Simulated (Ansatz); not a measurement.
# Au(111) with 4 thermally displaced layers, 2x2: scattering by thermal displacements, part 2 of 2

Aim: the resistivity of Au at 80 K from frozen thermal displacements between perfect leads. The measured value for the pure metal at this temperature is 0.481 µΩ cm (CRC Handbook of Chemistry and Physics, 84th ed., 2003, Electrical Resistivity of Pure Metals).

Ansatz 0.2.0; Ansatz plane-wave DFT, PBE, PAW files; ballistic transport by layer matching (Landauer), zero bias; PAW set soft_1.

So far, open channels per spin nearest the Fermi level: step 2 (with 4 displaced layers) 3.21.

### 3. With 8 displaced layers

Each atom of 8 layers is moved at random, by amounts drawn from a normal law 0.0492 Å wide in each direction from the Debye model (165 K) at 80 K. A fresh draw is used; the growth of the resistance with length is what counts.

System of this step: Au(111) with 8 thermally displaced layers, 2x2. The cell holds 56 atoms: 56 Au. Its edges and angles: a = 5.768 Å, b = 5.768 Å, c = 33.006 Å, α = 87.5°, β = 92.5°, γ = 120.0°. It derives from Au. Regions: lead, 24 atoms (24 Au); scattering region, 32 atoms (32 Au). The structure is stacked along c, and the current runs across the ab planes.

File input.yaml:

```yaml
crystal:
  lattice:
    - [5.7675164607, 0.0, 0.0]
    - [-2.8837582304, 4.9948157718, 0.0]
    - [-1.4418791152, 0.8324692953, 32.9641022945]
  atoms:
    - { symbol: Au, position: [0.005952381, 0.994047619, 0.0357142857] }
    - { symbol: Au, position: [0.005952381, 0.494047619, 0.0357142857] }
    - { symbol: Au, position: [0.505952381, 0.994047619, 0.0357142857] }
    - { symbol: Au, position: [0.505952381, 0.494047619, 0.0357142857] }
    - { symbol: Au, position: [0.1845238095, 0.3154761905, 0.1071428571] }
    - { symbol: Au, position: [0.1845238095, 0.8154761905, 0.1071428571] }
    - { symbol: Au, position: [0.6845238095, 0.3154761905, 0.1071428571] }
    - { symbol: Au, position: [0.6845238095, 0.8154761905, 0.1071428571] }
    - { symbol: Au, position: [0.3630952381, 0.1369047619, 0.1785714286] }
    - { symbol: Au, position: [0.3630952381, 0.6369047619, 0.1785714286] }
    - { symbol: Au, position: [0.8630952381, 0.1369047619, 0.1785714286] }
    - { symbol: Au, position: [0.8630952381, 0.6369047619, 0.1785714286] }
    - { symbol: Au, position: [0.063586862, 0.9711898987, 0.2505330459] }
    - { symbol: Au, position: [0.0315072125, 0.4581262957, 0.2509791563] }
    - { symbol: Au, position: [0.5327351688, 0.9621159126, 0.2506411574] }
    - { symbol: Au, position: [0.5416078134, 0.4468417961, 0.2490130465] }
    - { symbol: Au, position: [0.2111923888, 0.267814409, 0.3240229021] }
    - { symbol: Au, position: [0.2175653857, 0.7830644413, 0.321042901] }
    - { symbol: Au, position: [0.7403929731, 0.2926016165, 0.32237324] }
    - { symbol: Au, position: [0.7018795578, 0.780104102, 0.3224483143] }
    - { symbol: Au, position: [0.4047798427, 0.0946550897, 0.3955747393] }
    - { symbol: Au, position: [0.3845295816, 0.5944461898, 0.394251804] }
    - { symbol: Au, position: [0.9091299851, 0.1208544415, 0.3931383261] }
    - { symbol: Au, position: [0.891282098, 0.5977451248, 0.3912296586] }
    - { symbol: Au, position: [0.069736175, 0.9286801189, 0.4651525443] }
    - { symbol: Au, position: [0.0851227216, 0.4147710866, 0.4668050797] }
    - { symbol: Au, position: [0.582572385, 0.9382245399, 0.4636401984] }
    - { symbol: Au, position: [0.5725968809, 0.4248214363, 0.4658241642] }
    - { symbol: Au, position: [0.2541096819, 0.2386172979, 0.5337138075] }
    - { symbol: Au, position: [0.2467247901, 0.7487498152, 0.5371904788] }
    - { symbol: Au, position: [0.7494809949, 0.2332549305, 0.53701646] }
    - { symbol: Au, position: [0.741682012, 0.7368740559, 0.5366405565] }
    - { symbol: Au, position: [0.417098765, 0.069424063, 0.6062753186] }
    - { symbol: Au, position: [0.4351330559, 0.5646807685, 0.6074443181] }
    - { symbol: Au, position: [0.9370621972, 0.0576578315, 0.6092623037] }
    - { symbol: Au, position: [0.9451559164, 0.5734920171, 0.6088802943] }
    - { symbol: Au, position: [0.1239824972, 0.8951947757, 0.6786841792] }
    - { symbol: Au, position: [0.1000762568, 0.3857667199, 0.6774236694] }
    - { symbol: Au, position: [0.602097313, 0.8895902132, 0.6777234163] }
    - { symbol: Au, position: [0.5992495815, 0.3765711104, 0.6789717824] }
    - { symbol: Au, position: [0.3012297258, 0.2213545859, 0.7499792458] }
    - { symbol: Au, position: [0.3077357983, 0.7218508027, 0.751715514] }
    - { symbol: Au, position: [0.7776346117, 0.220343626, 0.7505065556] }
    - { symbol: Au, position: [0.7972015138, 0.7118924125, 0.7505708963] }
    - { symbol: Au, position: [0.4702380952, 0.0297619048, 0.8214285714] }
    - { symbol: Au, position: [0.4702380952, 0.5297619048, 0.8214285714] }
    - { symbol: Au, position: [0.9702380952, 0.0297619048, 0.8214285714] }
    - { symbol: Au, position: [0.9702380952, 0.5297619048, 0.8214285714] }
    - { symbol: Au, position: [0.1488095238, 0.8511904762, 0.8928571429] }
    - { symbol: Au, position: [0.1488095238, 0.3511904762, 0.8928571429] }
    - { symbol: Au, position: [0.6488095238, 0.8511904762, 0.8928571429] }
    - { symbol: Au, position: [0.6488095238, 0.3511904762, 0.8928571429] }
    - { symbol: Au, position: [0.3273809524, 0.1726190476, 0.9642857143] }
    - { symbol: Au, position: [0.3273809524, 0.6726190476, 0.9642857143] }
    - { symbol: Au, position: [0.8273809524, 0.1726190476, 0.9642857143] }
    - { symbol: Au, position: [0.8273809524, 0.6726190476, 0.9642857143] }
kpoints:
  mp_grid: { grid: [5, 5, 1] }
hamiltonian:
  xc: pbe
  pseudopotentials: { kind: paw, azcp: { folder: soft_1 } }
scf:
  occupations: { method: fermi_dirac, width: 0.1 }
output:
  transmission:
    leads: [[0, 4]]
    kmesh: [10, 10]
    e_range: [-0.05, 0.05]
    de: 0.05
  write_potential: true
  write_density: true
  volumetric_format: npy
```

On the command line:

```sh
> ansatz run input.yaml --threads 8 --pin off --max-ram 15360MiB --backend cpu --events-out ev --progress --plain --runs-dir out
```

Numbers of over 12 decimals in the logs are rounded to 6 here.

The program printed:

```text
[...]
Crystal: 56 atoms, lattice volume = 949.619 Å³
Basis set: ecut = 420 eV, 18659 PW (Γ)
Bands: 639, of which v1, the nominal top of the filled ones, is band 532 counted from 1 (531 counted from 0)
Symmetry: 1 space group operations
[...]
k-points: 13 of 25 (time reversal used)
[...]
SCF iter   1: F=—  HF=-736479.057465 eV  |F-HF|=—  |Δ(HF+E_count)|=         —  Δρ=6.75e-2  dr2=4.76e1  ethr=3.10e-3  ⟨swp⟩=4.0  Hψ=24744  notcnv=0  defer=146
[...]
SCF iter  10: F=-736465.100250 eV  HF=-736465.100250 eV  |F-HF|=4.13e-8  |Δ(HF+E_count)|=   2.10e-9  Δρ=1.16e-6  dr2=4.47e-8  ethr=9.40e-12  ⟨swp⟩=8.5  Hψ=31496  notcnv=0
SCF 1 converged in 10 iterations: F = -736465.100250 eV  dr2 = 4.47e-8
[...]
transmission: 232 of 2236 steps passed
transmission: 452 of 2236 steps passed
[...]
transmission: 2236 of 2236 steps passed
SCF converged after 10 iterations
Free energy (F): -736465.100250 eV
[...]
Internal energy: -736464.435925 eV  (E = F + TS)
E sigma→0 (E₀):  -736464.768088 eV
Entropy (-TS):   -0.664325 eV (-11.863 meV/atom)
Fermi energy:    20.727027 eV
[...]
--- Band table (eV; the first three rows and the last of 13) ---
  k-point 0: bands = [... 528 lower, 20.8710, 21.1839, 21.1952, 21.4187, 21.4496, 21.4554, 21.4671, 21.6041, ... 103 higher]
  k-point 1: bands = [... 528 lower, 20.3826, 20.4950, 20.6050, 20.6944, 20.7666, 20.7746, 20.8448, 20.9063, ... 103 higher]
  k-point 2: bands = [... 528 lower, 20.4783, 20.5366, 20.5473, 20.6326, 20.7345, 20.7647, 20.8641, 21.0032, ... 103 higher]
  k-point 12: bands = [... 528 lower, 19.9322, 19.9370, 20.1535, 20.8073, 20.9783, 21.1847, 21.2009, 21.2920, ... 103 higher]
--- Transmission ---
  basis      : 253 plane waves across, 43 finite elements along
  points     : 52, standing for a mesh of 10 x 10
[...]
channels       : 3.210000e0 a spin
[...]
junction   : crystal 0 to crystal 0, 0.70 to 31.31 Å
    transmission   : 3.141575e0 a spin
[...]
```

The job ended after 21 min (8 threads of Arm Neoverse N1, shared host; peak memory 8.1 GiB).

Numbers from this step:

```
free energy                                   : -736465.1003 eV
energy at zero smearing                       : -736464.7681 eV
transmission per spin nearest the Fermi level : 3.142
step of the lead's potential                  : 2.2 meV
```

Per spin. Table of transmission, zone mean by energy, zero at the Fermi level:

```csv
energy (eV),"transmission, zone mean"
-0.0500,3.13
0.0000,3.14
0.0500,3.15
```

Over the solved energies the transmission per spin lies between 3.13 and 3.15, out of 3.21 channels of the lead on average (up to 3.21).

### 4. With 12 displaced layers

Each atom of 12 layers is moved at random, by amounts drawn from a normal law 0.0492 Å wide in each direction from the Debye model (165 K) at 80 K. A fresh draw is used; the growth of the resistance with length is what counts.

System of this step: Au(111) with 12 thermally displaced layers, 2x2. The cell holds 72 atoms: 72 Au. Its edges and angles: a = 5.768 Å, b = 5.768 Å, c = 42.382 Å, α = 90.0°, β = 90.0°, γ = 120.0°. It derives from Au. Regions: lead, 24 atoms (24 Au); scattering region, 48 atoms (48 Au). The structure is stacked along c, and the current runs across the ab planes.

File input.yaml:

```yaml
crystal:
  lattice:
    - [5.7675164607, 0.0, 0.0]
    - [-2.8837582304, 4.9948157718, 0.0]
    - [0.0, 0.0, 42.3824172358]
  atoms:
    - { symbol: Au, position: [0.0, 0.0, 0.0277777778] }
    - { symbol: Au, position: [0.0, 0.5, 0.0277777778] }
    - { symbol: Au, position: [0.5, 0.0, 0.0277777778] }
    - { symbol: Au, position: [0.5, 0.5, 0.0277777778] }
    - { symbol: Au, position: [0.1666666667, 0.3333333333, 0.0833333333] }
    - { symbol: Au, position: [0.1666666667, 0.8333333333, 0.0833333333] }
    - { symbol: Au, position: [0.6666666667, 0.3333333333, 0.0833333333] }
    - { symbol: Au, position: [0.6666666667, 0.8333333333, 0.0833333333] }
    - { symbol: Au, position: [0.3333333333, 0.1666666667, 0.1388888889] }
    - { symbol: Au, position: [0.3333333333, 0.6666666667, 0.1388888889] }
    - { symbol: Au, position: [0.8333333333, 0.1666666667, 0.1388888889] }
    - { symbol: Au, position: [0.8333333333, 0.6666666667, 0.1388888889] }
    - { symbol: Au, position: [0.000956449, 0.9964669871, 0.1922383879] }
    - { symbol: Au, position: [0.9951156963, 0.4920883541, 0.1956975247] }
    - { symbol: Au, position: [0.497949162, 0.0008217012, 0.1934588302] }
    - { symbol: Au, position: [0.4955902609, 0.4998864727, 0.1927212845] }
    - { symbol: Au, position: [0.168707891, 0.3322891964, 0.2486244655] }
    - { symbol: Au, position: [0.1487472623, 0.8383836332, 0.2496547775] }
    - { symbol: Au, position: [0.6609861187, 0.3310087125, 0.2521072646] }
    - { symbol: Au, position: [0.6666684457, 0.8341859821, 0.2482748706] }
    - { symbol: Au, position: [0.3518923474, 0.1756980869, 0.3067932896] }
    - { symbol: Au, position: [0.3382513451, 0.6756898852, 0.305985885] }
    - { symbol: Au, position: [0.8378116066, 0.1651685342, 0.3038457218] }
    - { symbol: Au, position: [0.8325806315, 0.6476196231, 0.3052772089] }
    - { symbol: Au, position: [0.993123709, 0.9897344615, 0.3618223854] }
    - { symbol: Au, position: [0.9961420341, 0.495699626, 0.3617141712] }
    - { symbol: Au, position: [0.5027735479, 0.0136726171, 0.3615188285] }
    - { symbol: Au, position: [0.4863870656, 0.480861358, 0.3595940076] }
    - { symbol: Au, position: [0.1756826625, 0.3328352052, 0.4163382178] }
    - { symbol: Au, position: [0.1743621578, 0.8207073976, 0.4159872545] }
    - { symbol: Au, position: [0.665523778, 0.3391050257, 0.4158969101] }
    - { symbol: Au, position: [0.6535371215, 0.8175328226, 0.4175127732] }
    - { symbol: Au, position: [0.337860903, 0.1619773861, 0.4724117103] }
    - { symbol: Au, position: [0.3199915513, 0.6620223084, 0.473820761] }
    - { symbol: Au, position: [0.845861608, 0.1894090501, 0.4713090126] }
    - { symbol: Au, position: [0.8373179215, 0.6647421779, 0.4728786184] }
    - { symbol: Au, position: [0.9971764086, 0.9944757686, 0.5267712695] }
    - { symbol: Au, position: [0.0257567979, 0.4992386432, 0.5254382821] }
    - { symbol: Au, position: [0.4978079719, 0.0066743781, 0.527197726] }
    - { symbol: Au, position: [0.5165312111, 0.5098672464, 0.5276010522] }
    - { symbol: Au, position: [0.1576956517, 0.3234424352, 0.5825213134] }
    - { symbol: Au, position: [0.1600361769, 0.8451889753, 0.5851786798] }
    - { symbol: Au, position: [0.650142259, 0.321701273, 0.5812817111] }
    - { symbol: Au, position: [0.6431611338, 0.8027556761, 0.5820081939] }
    - { symbol: Au, position: [0.3426879934, 0.1632639912, 0.6398802783] }
    - { symbol: Au, position: [0.3378306361, 0.6839980394, 0.6391199985] }
    - { symbol: Au, position: [0.8426393944, 0.1917918066, 0.6385124743] }
    - { symbol: Au, position: [0.8239163628, 0.6686541958, 0.638843837] }
    - { symbol: Au, position: [0.0045541318, 0.9909277686, 0.6953779836] }
    - { symbol: Au, position: [0.0039833091, 0.4934275275, 0.6946338212] }
    - { symbol: Au, position: [0.5044636151, 0.0230912872, 0.6936275834] }
    - { symbol: Au, position: [0.4908917501, 0.4895082756, 0.6940429147] }
    - { symbol: Au, position: [0.1703954939, 0.3408911722, 0.7492917842] }
    - { symbol: Au, position: [0.1581112684, 0.8193899238, 0.749040144] }
    - { symbol: Au, position: [0.6952842994, 0.3435829551, 0.7490934825] }
    - { symbol: Au, position: [0.6504639251, 0.8237300484, 0.7499748368] }
    - { symbol: Au, position: [0.3299657738, 0.1593394498, 0.8040630212] }
    - { symbol: Au, position: [0.3476819984, 0.6711128951, 0.8051210252] }
    - { symbol: Au, position: [0.8288459783, 0.1614541601, 0.8021494964] }
    - { symbol: Au, position: [0.8290503058, 0.6561286143, 0.8043923576] }
    - { symbol: Au, position: [0.0, 0.0, 0.8611111111] }
    - { symbol: Au, position: [0.0, 0.5, 0.8611111111] }
    - { symbol: Au, position: [0.5, 0.0, 0.8611111111] }
    - { symbol: Au, position: [0.5, 0.5, 0.8611111111] }
    - { symbol: Au, position: [0.1666666667, 0.3333333333, 0.9166666667] }
    - { symbol: Au, position: [0.1666666667, 0.8333333333, 0.9166666667] }
    - { symbol: Au, position: [0.6666666667, 0.3333333333, 0.9166666667] }
    - { symbol: Au, position: [0.6666666667, 0.8333333333, 0.9166666667] }
    - { symbol: Au, position: [0.3333333333, 0.1666666667, 0.9722222222] }
    - { symbol: Au, position: [0.3333333333, 0.6666666667, 0.9722222222] }
    - { symbol: Au, position: [0.8333333333, 0.1666666667, 0.9722222222] }
    - { symbol: Au, position: [0.8333333333, 0.6666666667, 0.9722222222] }
kpoints:
  mp_grid: { grid: [5, 5, 1] }
hamiltonian:
  xc: pbe
  pseudopotentials: { kind: paw, azcp: { folder: soft_1 } }
scf:
  occupations: { method: fermi_dirac, width: 0.1 }
output:
  transmission:
    leads: [[0, 4]]
    kmesh: [10, 10]
    e_range: [-0.05, 0.05]
    de: 0.05
  write_potential: true
  write_density: true
  volumetric_format: npy
```

The program printed:

```text
[...]
Crystal: 72 atoms, lattice volume = 1220.939 Å³
Basis set: ecut = 420 eV, 23937 PW (Γ)
Bands: 821, of which v1, the nominal top of the filled ones, is band 684 counted from 1 (683 counted from 0)
Symmetry: 1 space group operations
[...]
k-points: 13 of 25 (time reversal used)
[...]
SCF iter   1: F=—  HF=-946901.312941 eV  |F-HF|=—  |Δ(HF+E_count)|=         —  Δρ=6.75e-2  dr2=6.11e1  ethr=3.10e-3  ⟨swp⟩=4.0  Hψ=31736  notcnv=0  defer=209
[...]
SCF iter  10: F=-946883.403706 eV  HF=-946883.403706 eV  |F-HF|=9.24e-8  |Δ(HF+E_count)|=   1.23e-8  Δρ=1.12e-6  dr2=9.71e-8  ethr=7.31e-12  ⟨swp⟩=8.7  Hψ=40538  notcnv=0
SCF 1 converged in 10 iterations: F = -946883.403706 eV  dr2 = 9.71e-8
[...]
transmission: 284 of 2756 steps passed
transmission: 556 of 2756 steps passed
[...]
transmission: 2756 of 2756 steps passed
SCF converged after 10 iterations
Free energy (F): -946883.403706 eV
[...]
Internal energy: -946882.604853 eV  (E = F + TS)
E sigma→0 (E₀):  -946883.004279 eV
Entropy (-TS):   -0.798853 eV (-11.095 meV/atom)
Fermi energy:    20.709564 eV
[...]
--- Band table (eV; the first three rows and the last of 13) ---
  k-point 0: bands = [... 680 lower, 20.9054, 21.3299, 21.3364, 21.3644, 21.3787, 21.3866, 21.4023, 21.6068, ... 133 higher]
  k-point 1: bands = [... 680 lower, 20.4396, 20.5578, 20.5656, 20.7002, 20.7111, 20.8130, 20.8189, 20.9211, ... 133 higher]
  k-point 2: bands = [... 680 lower, 20.5040, 20.5190, 20.5819, 20.5994, 20.7318, 20.7578, 20.7925, 20.8046, ... 133 higher]
  k-point 12: bands = [... 680 lower, 19.9408, 20.3417, 20.3518, 20.7432, 20.7599, 21.0264, 21.0310, 21.4787, ... 133 higher]
--- Transmission ---
  basis      : 253 plane waves across, 53 finite elements along
  points     : 52, standing for a mesh of 10 x 10
[...]
channels       : 3.210000e0 a spin
[...]
junction   : crystal 0 to crystal 0, 0.70 to 40.73 Å
    transmission   : 3.085696e0 a spin
[...]
```

The job ended after 33 min (8 threads; peak memory 9.8 GiB).

This step gave:

* free energy: -946883.4037 eV
* energy at zero smearing: -946883.0043 eV
* Fermi energy: 20.71 eV
* transmission per spin nearest the Fermi level: 3.086
* step of the lead's potential: 5.1 meV

Per spin. Transmission, zone mean against energy, zero at the Fermi level:

```csv
energy (eV),"transmission, zone mean"
-0.0500,3.07
0.0000,3.09
0.0500,3.09
```

Over the solved energies the transmission per spin lies between 3.07 and 3.09, out of 3.21 channels of the lead on average (up to 3.21).

### 5. Resistance against length

This step: Ansatz plane-wave DFT, PBE, PAW files; ballistic transport by layer matching (Landauer), zero bias; resistivity from the slope of the area resistance; PAW set soft_1 (Ansatz 0.2.0).

This step gave:

| Item | Value |
| --- | --- |
| resistivity | 1.972 µΩ cm |
| intercept | -0.008607 fΩ m² |
| scatter about the fit | 0.001597 fΩ m² |

Resistance, by row:

```csv
run,length (Å),T,channels N,RA (fΩ m²)
n4,9.418,3.18,3.21,0.0111
n8,18.84,3.139,3.21,0.02628
n12,28.25,3.082,3.21,0.04824
```

Area resistance against length of the displaced region:

```csv
length of the displaced region (Å),area resistance (fΩ m²)
9.42,0.0111
18.84,0.0263
28.25,0.0482
```

The area resistance goes from 0.011 to 0.048 fΩ m² between 9.4 and 28.3 Å, a slope of 2.0 µΩ cm.

By hand from the end points: (0.04824 − 0.01110) fΩ m² / (28.25 − 9.42) Å = 2.0 µΩ cm, since 1 fΩ m² per Å is 1000 µΩ cm.

### 6. Summary of results

| Property | Result |
| --- | --- |
| resistivity from the slope | 1.97 µΩ cm |
| area resistance over 9.42 Å | 0.0111 fΩ m² |
| area resistance over 18.8 Å | 0.0263 fΩ m² |
| area resistance over 28.3 Å | 0.0482 fΩ m² |

In words: The slope gives 2.0 µΩ cm. The points scatter by 0.0016 fΩ m² about the line, with one random draw a length in a 2x2 cell, so the slope is a rough value. The mean square of the displacements drawn is 0.78, 0.99 and 1.2 of the nominal one at the three lengths; with each resistance scaled back by that, the slope is 1.4 µΩ cm, the value used below. Read with a model of isotropic scattering on a spherical Fermi surface and the lead's 0.86×10¹⁵ S/m², this slope means a mean free path near 769 Å; over these lengths the model's slope is 1.26 times its bulk resistivity, which would be 1.1 µΩ cm. Uncorrelated displacements put too much weight on short waves, which scatter strongly; with the sideways repeat of a small cell, one draw and three short lengths, the method is good to a factor of two or three. The measured value is 0.481 µΩ cm (CRC Handbook of Chemistry and Physics, 84th ed., 2003, Electrical Resistivity of Pure Metals); the scaled slope is 3.0 times that and the corrected value 2.3: clearly high. Spin-orbit coupling is left out, which matters for Au.

[Logs are printed without paths, hosts, clocks, repeated set-up lines and the standing remarks that a program may print on its own settings, such as how far it seeks lower states.]

[Hosts, paths, dates, database ids (printed as entryN), source tags and the programs' standing remarks are cut or masked in the printed files.]
